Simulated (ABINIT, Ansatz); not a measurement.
# RbCaH3 (Pm-3m): third-order response

Which lines does RbCaH3 (Pm-3m) show in Raman and infrared spectra?

Program: ABINIT 10.8.3. Level of theory: DFT LDA, scalar-relativistic, plane waves, PseudoDojo norm-conserving pseudopotentials. Results are calculated unless marked as measured.

Report form: the programs' logs are mostly left out.

### Step 1. Set-up

Symmetry: Pm-3m, No. 221, cubic system. Conventional cell: a = 4.547 Å, b = 4.547 Å, c = 4.547 Å, α = 90.00°, β = 90.00°, γ = 90.00°. Nearest to Rb lie 12 H at 3.22 Å. Ca has 6 H at 2.27 Å nearest. H has 2 Ca at 2.27 Å and 8 H at 3.22 Å and 4 Rb at 3.22 Å nearest. Farther neighbours are not listed.

### Step 2. A probe with smearing

A first run with smearing and empty bands tells whether the crystal has a gap, which decides between fixed occupations and smearing later on.

Input file probe.abi:

```
# ground state
tolvrs 1.0d-08
prtden 1
prtwf 1

# basis, mesh and filling
ecut 31.0
ngkpt 4 4 4
nshiftk 1
shiftk 0.0 0.0 0.0
istwfk *1
occopt 7
tsmear 0.005
nband 18
nstep 100
diemac 9.0
prtebands 0
prtgsr 0

# cell and atoms
acell 3*1.0 Angstrom
rprim 
    4.547 0.0 0.0
    0.0 4.547 0.0
    0.0 0.0 4.547
ntypat 3
znucl 37 20 1
natom 5
typat 1 2 3 3 3
xred 
    0.0 0.0 0.0
    0.5 0.5 0.5
    0.0 0.5 0.5
    0.5 0.0 0.5
    0.5 0.5 0.0
pp_dirpath "./pseudo"
pseudos "Rb.upf, Ca.upf, H.upf"
```

The run is started by

```console
> OMP_NUM_THREADS=1 mpirun -n 4 abinit probe.abi > probe.log
```

Elapsed: 12 s, on 4 MPI ranks of Arm Neoverse V1, shared host.

Numbers from this step:

| Quantity | Value |
| --- | --- |
| volume per atom | 18.80 Å³ |
| pressure | -2.505 GPa |
| gap on the k-mesh | 2.932 eV |

A gap of 2.9 eV opens on this mesh, so the crystal is taken as an insulator; the printed pressure holds the stress of the finite basis too.

### Step 3. Relaxation

The harmonic expansion needs vanishing forces, and a free crystal bears no stress, so cell and atoms are brought to rest. Stress is more sensitive to the basis than forces are: the last 3 Ha under the cutoff are smoothed with ecutsm, and the cutoff is raised above that of the later runs.

Input file relax.abi:

```
# relaxation
ionmov 2
optcell 2
dilatmx 1.08
ntime 40
tolmxf 1.0d-05
tolvrs 1.0d-14
prtwf 0
prtden 0
chksymtnons 0

# basis, mesh and filling
ecut 39.0
ecutsm 3.0
ngkpt 4 4 4
nshiftk 1
shiftk 0.0 0.0 0.0
istwfk *1
occopt 1
nband 11
nstep 100
diemac 9.0
prtebands 0
prtgsr 0

# cell and atoms
acell 3*1.0 Angstrom
rprim 
    4.547 0.0 0.0
    0.0 4.547 0.0
    0.0 0.0 4.547
ntypat 3
znucl 37 20 1
natom 5
typat 1 2 3 3 3
xred 
    0.0 0.0 0.0
    0.5 0.5 0.5
    0.0 0.5 0.5
    0.5 0.0 0.5
    0.5 0.5 0.0
pp_dirpath "./pseudo"
pseudos "Rb.upf, Ca.upf, H.upf"
```

The run is started by

```console
> OMP_NUM_THREADS=1 mpirun -n 4 abinit relax.abi > relax.log
```

Run time: 70 s. Hardware: 4 MPI ranks.

Relaxation path:

| step | energy less that of the first step (eV) | largest force (eV/Å) | volume (Å³) |
| --- | --- | --- | --- |
| 1 | 0.0000 | 0.0000 | 94.01 |
| 2 | -0.0101 | 0.0000 | 93.32 |
| 3 | -0.0724 | 0.0000 | 84.11 |
| 4 | -0.0733 | 0.0000 | 85.12 |
| 5 | -0.0733 | 0.0000 | 85.02 |

| conventional cell, symmetrised | before | after | change |
| --- | --- | --- | --- |
| a (Å) | 4.547 | 4.397 | -3.3 % |
| b (Å) | 4.547 | 4.397 | -3.3 % |
| c (Å) | 4.547 | 4.397 | -3.3 % |
| volume (Å³/atom) | 18.80 | 17.00 | -9.6 % |

The relaxed structure:

```cif
data_structure
_symmetry_space_group_name_H-M 'P 1'
_symmetry_Int_Tables_number 1
_cell_length_a 4.3972
_cell_length_b 4.3972
_cell_length_c 4.3972
_cell_angle_alpha 90.000
_cell_angle_beta 90.000
_cell_angle_gamma 90.000
_cell_volume 85.02
loop_
_atom_site_label
_atom_site_type_symbol
_atom_site_fract_x
_atom_site_fract_y
_atom_site_fract_z
_atom_site_occupancy
Rb1 Rb 0.00000 0.00000 0.00000 1
Ca2 Ca 0.50000 0.50000 0.50000 1
H3 H 0.00000 0.50000 0.50000 1
H4 H 0.50000 0.00000 0.50000 1
H5 H 0.50000 0.50000 0.00000 1
```

This step gave:

| Property | Result |
| --- | --- |
| volume per atom | 17.00 Å³ |
| pressure | -3.55e-4 GPa |

The volume changes by -9.6 % in this run and stands -9.6 % from the first cell.

### Step 4. Self-consistent run for the response

The response is built on these wavefunctions, so the potential is converged far more tightly than an energy would need. The mesh is shifted off Γ, since shifted meshes converge sums over the zone faster.

Input file gs.abi:

```
# ground state
tolvrs 1.0d-16
prtden 1
prtwf 1

# basis, mesh and filling
ecut 31.0
ngkpt 4 4 4
nshiftk 1
shiftk 0.5 0.5 0.5
istwfk *1
occopt 1
nband 11
nstep 100
diemac 9.0
prtebands 0
prtgsr 0

# cell and atoms
acell 3*1.0 Angstrom
rprim 
    4.397240053 0.0 0.0
    0.0 4.397240053 0.0
    0.0 0.0 4.397240053
ntypat 3
znucl 37 20 1
natom 5
typat 1 2 3 3 3
xred 
    0.0 0.0 0.0
    0.5 0.5 0.5
    0.0 0.5 0.5
    0.5 0.0 0.5
    0.5 0.5 0.0
pp_dirpath "./pseudo"
pseudos "Rb.upf, Ca.upf, H.upf"
```

The run is started by

```console
> OMP_NUM_THREADS=1 mpirun -n 4 abinit gs.abi > gs.log
```

The job ended after 6 s (4 MPI ranks; 24 s of CPU time).

Numbers from this step:

| Property | Result |
| --- | --- |
| pressure | -0.1074 GPa |

The cell stands at -0.11 GPa: the relaxation ran with a smoothed and higher cutoff and on another k mesh.

### Step 5. Empty bands

Empty bands on the ground state's density check that the gap assumed so far is there in this cell.

Input file gap.abi:

```
# empty bands on the ground state's density
iscf -2
getden_filepath "gso_DEN"
tolwfr 1.0d-12
nbdbuf 2
prtwf 0

# basis, mesh and filling
ecut 31.0
ngkpt 4 4 4
nshiftk 1
shiftk 0.0 0.0 0.0
istwfk *1
occopt 1
nband 15
nstep 100
diemac 9.0
prtebands 0
prtgsr 0

# cell and atoms
acell 3*1.0 Angstrom
rprim 
    4.397240053 0.0 0.0
    0.0 4.397240053 0.0
    0.0 0.0 4.397240053
ntypat 3
znucl 37 20 1
natom 5
typat 1 2 3 3 3
xred 
    0.0 0.0 0.0
    0.5 0.5 0.5
    0.0 0.5 0.5
    0.5 0.0 0.5
    0.5 0.5 0.0
pp_dirpath "./pseudo"
pseudos "Rb.upf, Ca.upf, H.upf"
```

The run is started by

```console
> OMP_NUM_THREADS=1 mpirun -n 4 abinit gap.abi > gap.log
```

It took 14 s on 4 MPI ranks.

Read from the output:

- gap on the k-mesh: 2.829 eV

In this cell the gap on the mesh is 2.8 eV, direct, so fixed occupations hold.

### Step 6. Linear response at Γ

The derivative of the wavefunctions by k comes first, since the response to a field is built on it; then the field and the displacements that symmetry doesn't supply are solved at q = 0. By the 2n+1 theorem the first-order wavefunctions also give third derivatives: Raman tensors and the non-linear susceptibility.

It reads the wavefunctions written in step 4.

Input file dfpt_gamma.abi:

```
ndtset 3

# common to the responses
getwfk_filepath "gso_WFK"
kptopt 2
nqpt 1
qpt 0.0 0.0 0.0
asr 0
chneut 0

# d/dk
rfelfd1 2
rfdir1 1 1 1
iscf1 -3
tolwfr1 1.0d-20

# displacements, field
rfphon2 1
rfatpol2 1 5
rfdir2 1 1 1
rfelfd2 3
getddk2 1
tolvrs2 1.0d-10
prepanl2 1
prtden2 1

# third order
optdriver3 5
getden_filepath3 "gso_DEN"
get1den3 2
get1wf3 2
getddk3 1
d3e_pert1_elfd3 1
d3e_pert1_phon3 1
d3e_pert1_atpol3 1 5
d3e_pert1_dir3 1 1 1
d3e_pert2_elfd3 1
d3e_pert2_dir3 1 1 1
d3e_pert3_elfd3 1
d3e_pert3_dir3 1 1 1
usepead3 1
tolvrs3 1.0d-10

# basis, mesh and filling
ecut 31.0
ngkpt 4 4 4
nshiftk 1
shiftk 0.5 0.5 0.5
istwfk *1
occopt 1
nband 11
nstep 100
diemac 9.0
prtebands 0
prtgsr 0

# cell and atoms
acell 3*1.0 Angstrom
rprim 
    4.397240053 0.0 0.0
    0.0 4.397240053 0.0
    0.0 0.0 4.397240053
ntypat 3
znucl 37 20 1
natom 5
typat 1 2 3 3 3
xred 
    0.0 0.0 0.0
    0.5 0.5 0.5
    0.0 0.5 0.5
    0.5 0.0 0.5
    0.5 0.5 0.0
pp_dirpath "./pseudo"
pseudos "Rb.upf, Ca.upf, H.upf"
```

The run is started by

```console
> OMP_NUM_THREADS=1 mpirun -n 4 abinit dfpt_gamma.abi > dfpt_gamma.log
```

The job ended after 3.6 min (4 MPI ranks; 14 min of CPU time).

Read from the output:

| Quantity | Value |
| --- | --- |
| miss of the charge sum rule | 5.31e-4 e |
| largest acoustic frequency at the zone centre before the sum rule | -0.5 cm⁻¹ |
| highest optical zone-centre mode (no LO-TO term) | 1206 cm⁻¹ |
| lowest optical zone-centre mode | 108.3 cm⁻¹ |
| mean high-frequency dielectric constant | 3.457 |
| largest Born charge in size (third of the trace) | 1.736 e |

Born charge (rows field, columns displacement), before the sum rule (e), principal values of the symmetric part by kind of site:

```csv
atom,atoms with these values,low,middle,high,mean
Rb1,1,1.09,1.09,1.09,1.09
Ca2,1,1.74,1.74,1.74,1.74
H3,3,-1.07,-0.88,-0.88,-0.94
```

In full for Rb1:

```
1.09 0.00 0.00
0.00 1.09 0.00
0.00 0.00 1.09
```

High-frequency dielectric tensor:

```
3.46 0.00 0.00
0.00 3.46 0.00
0.00 0.00 3.46
```

The acoustic modes at Γ come out as far as 0.5 cm⁻¹ from zero, where they should vanish, a small numerical error; the Born charges miss their sum rule by 5.3e-4 e, which is good.

### Step 7. Modes with the sum rule

anaddb reads the merged derivatives, imposes the acoustic sum rule and charge neutrality, and adds the LO-TO term along chosen directions.

Input file anaddb.abi:

```
ddb_filepath "gamma_DDB"
output_file "anaddb.abo"
outdata_prefix "anaddb"
asr 1
chneut 1
enunit 2
eivec 1
nph1l 1
qph1l 0.0 0.0 0.0 1.0
dieflag 1
nph2l 3
qph2l 
    1.0 0.0 0.0 0.0
    0.0 0.0 1.0 0.0
    1.0 1.0 1.0 0.0
nlflag 1
ramansr 1
alphon 1
prtmbm 1
```

Input file mrgddb.in:

```
gamma_DDB
merged
3
dfpt_gammao_DS2_DDB
dfpt_gammao_DS3_DDB
gso_DDB
```

The run is started by

```console
> mrgddb < mrgddb.in > mrgddb.log
> OMP_NUM_THREADS=1 anaddb anaddb.abi > anaddb.log
```

Elapsed: 1.5 s, on 1 thread.

This step gave:

- mean static dielectric constant: 11.82
- highest mode moved by the LO-TO term: 1291 cm⁻¹

No LO-TO term; unit eigenvectors of the mass-weighted matrix, from anaddb's displacements. The modes at Γ (shares of kinetic energy by element, %):

| mode | frequency (cm⁻¹) | symmetry | Rb % | Ca % | H % |
| --- | --- | --- | --- | --- | --- |
| 1 | 0.0 | acoustic | 66 | 31 | 2 |
| 2 | 0.0 | acoustic | 66 | 31 | 2 |
| 3 | 0.0 | acoustic | 66 | 31 | 2 |
| 4 | 108.4 | T1u | 34 | 62 | 5 |
| 5 | 108.4 | T1u | 34 | 62 | 5 |
| 6 | 108.4 | T1u | 34 | 62 | 5 |
| 7 | 350.7 | T2u | 0 | 0 | 100 |
| 8 | 350.7 | T2u | 0 | 0 | 100 |
| 9 | 350.7 | T2u | 0 | 0 | 100 |
| 10 | 407.1 | T1u | 0 | 5 | 95 |
| 11 | 407.1 | T1u | 0 | 5 | 95 |
| 12 | 407.1 | T1u | 0 | 5 | 95 |
| 13 | 1206.3 | T1u | 0 | 2 | 98 |
| 14 | 1206.3 | T1u | 0 | 2 | 98 |
| 15 | 1206.3 | T1u | 0 | 2 | 98 |

Displacements in mode 4 (108.4 cm⁻¹), the largest set to 1:
```
Rb1  0.00  0.00  0.48
Ca2  0.00  0.00 -0.96
H3   0.00  0.00 -1.00
H4   0.00  0.00 -1.00
H5   0.00  0.00 -0.89
```

Displacements in mode 13 (1206.3 cm⁻¹), the largest set to 1:
```
Rb1  0.00  0.00  0.00
Ca2  0.00  0.00  0.02
H3   0.00  0.00  0.05
H4   0.00  0.00  0.05
H5   0.00  0.00 -1.00
```

Trace of the oscillator strength, degenerate modes summed. Infrared lines, with heights relative to the strongest:

```
position (cm⁻¹)  lines merged  IR intensity, relative
            108             3                     2.5
            351             3                     0.0
            407             3                     100
           1206             3                      60
```

Static dielectric tensor (ions relaxed, fixed cell):

```
11.82  0.00  0.00
 0.00 11.82  0.00
 0.00  0.00 11.82
```

The rule moves no optical mode by more than 0.1 cm⁻¹.

### Step 8. The same in Ansatz

The same cell, potentials and cutoff go through another code, on another k mesh. Its k mesh is centred on Γ.

This step: DFT LDA, scalar-relativistic, plane waves, PseudoDojo norm-conserving pseudopotentials (Ansatz 0.2.0).

Input file input.yaml:

```yaml
crystal:
  lattice:
    - [4.3972400531, 0.0, 0.0]
    - [0.0, 4.3972400531, 0.0]
    - [0.0, 0.0, 4.3972400531]
  atoms:
    - { symbol: Rb, position: [0.0, 0.0, 0.0] }
    - { symbol: Ca, position: [0.5, 0.5, 0.5] }
    - { symbol: H, position: [0.0, 0.5, 0.5] }
    - { symbol: H, position: [0.5, 0.0, 0.5] }
    - { symbol: H, position: [0.5, 0.5, 0.0] }
kpoints:
  mp_grid: { grid: [4, 4, 4] }
hamiltonian:
  xc: lda
  pseudopotentials: { kind: nc, accuracy: standard }
scf:
  occupations: { method: fixed }
output:
  eigenvalues: true
basis:
  ecutwfc: 843.553
phonons:
  method: dfpt
  dielectric: true
  rigid_motions: translations
  raman: true
```

The run is started by

```console
> ansatz run input.yaml --threads 4 --pin off --max-ram 8192MiB --backend cpu --events-out ev --progress --plain --runs-dir out
```

Elapsed: 95 s, on 4 threads; peak memory 1.3 GiB; 6 min of CPU time.

Numbers from this step:

```yaml
sum_rule_residual_before_enforcement: 1.66e-4 eV/Å²
miss_of_the_charge_sum_rule: 3.85e-5 e
estimated_error_of_the_dielectric_tensor: 0.007814
estimated_error_of_the_born_charges: 0.01045 e
lowest_optical_zone_centre_mode: 108.2 cm⁻¹
mean_high_frequency_dielectric_constant: 3.455
largest_born_charge_in_size_third_of_the_trace: 1.738 e
mean_static_dielectric_constant: 11.93
```

Transverse modes. Infrared lines, with heights relative to the strongest:

| position (cm⁻¹) | label | IR intensity ((D/Å)²/amu), degenerate modes summed, relative |
| --- | --- | --- |
| 108 | T1u | 2.5 |
| 348 | T2u | 0.0 |
| 404 | T1u | 100 |
| 1206 | T1u | 60 |

The log warns that the force constants on this k mesh are to be taken as unconverged.

### Step 9. Side by side: ABINIT PseudoDojo and Ansatz, PseudoDojo

Numbers from this step:

| Property | Result |
| --- | --- |
| root-mean-square difference | 1.99 cm⁻¹ |
| largest difference | 2.99 cm⁻¹ |

The 12 of 12 modes that differ most. Frequencies side by side:

| q (reciprocal lattice) | mode | ABINIT PseudoDojo (cm⁻¹) | Ansatz, PseudoDojo (cm⁻¹) |
| --- | --- | --- | --- |
| 0 0 0 | 4 | 108.3 | 108.2 |
| 0 0 0 | 5 | 108.3 | 108.2 |
| 0 0 0 | 6 | 108.3 | 108.2 |
| 0 0 0 | 7 | 350.7 | 347.8 |
| 0 0 0 | 8 | 350.7 | 347.8 |
| 0 0 0 | 9 | 350.7 | 347.8 |
| 0 0 0 | 10 | 407.1 | 404.5 |
| 0 0 0 | 11 | 407.1 | 404.5 |
| 0 0 0 | 12 | 407.1 | 404.5 |
| 0 0 0 | 13 | 1206 | 1206 |
| 0 0 0 | 14 | 1206 | 1206 |
| 0 0 0 | 15 | 1206 | 1206 |

The two runs side by side. Further quantities:

| quantity | ABINIT PseudoDojo | Ansatz, PseudoDojo |
| --- | --- | --- |
| mean ε∞ | 3.457 | 3.455 |
| largest Born charge in size (e; the first before, the second after the charge sum rule) | 1.737 | 1.738 |
| summed IR intensity ((D/Å)²/amu) | 190.4 | 190.7 |
| summed Raman activity (Å⁴/amu) | 0 | 0 |

At the zone centre the largest difference (acoustic modes at Γ apart) is 0.2 % of the highest mode.

### Step 10. What came out

* space group after relaxation: Pm-3m
* volume per atom: 17.0 Å³
* highest optical zone-centre mode (no LO-TO term): 1206 cm⁻¹
* lowest optical zone-centre mode: 108.3 cm⁻¹
* highest mode moved by the LO-TO term: 1291 cm⁻¹
* mean high-frequency dielectric constant: 3.46
* largest Born charge in size (third of the trace): 1.74 e
* mean static dielectric constant: 11.8
* imaginary optical modes at the zone centre (no q mesh in this session): none
* largest difference from Ansatz, PseudoDojo: 2.99 cm⁻¹

No mode is Raman active in this structure; the strongest infrared line lies at 407 cm⁻¹. At the LDA level the optical modes of RbCaH3 (Pm-3m) at the zone centre (no LO-TO term) run from 108 to 1206 cm⁻¹. Along the directions run, the highest mode that the macroscopic field moves lies at 1291 cm⁻¹. Lattice motion raises the mean dielectric constant from 3.457 to 11.82. ABINIT PseudoDojo and Ansatz, PseudoDojo differ by 2.0 cm⁻¹ in the root mean square and by 3.0 cm⁻¹ at most, 0.2 % of the highest mode compared (acoustic modes at Γ left out). These are harmonic frequencies at zero temperature: anharmonic shifts and linewidths and thermal expansion are left out. Ansatz warns that the cutoff lies 16 % under the one recommended for these files; agreement at one cutoff is not convergence. Ansatz's log warns that force constants on this k mesh are to be taken as unconverged. The relaxed cell is 10 % smaller in volume than the measured one, and all results belong to that cell.

[Host names and launcher messages were left out of these logs when they were recorded.]

[Logs are printed without paths, hosts, clocks, repeated set-up lines and the standing remarks that a program may print on its own settings, such as how far it seeks lower states.]

[Hosts, paths, dates, database ids (printed as entryN), source tags and the programs' standing remarks are cut or masked in the printed files.]
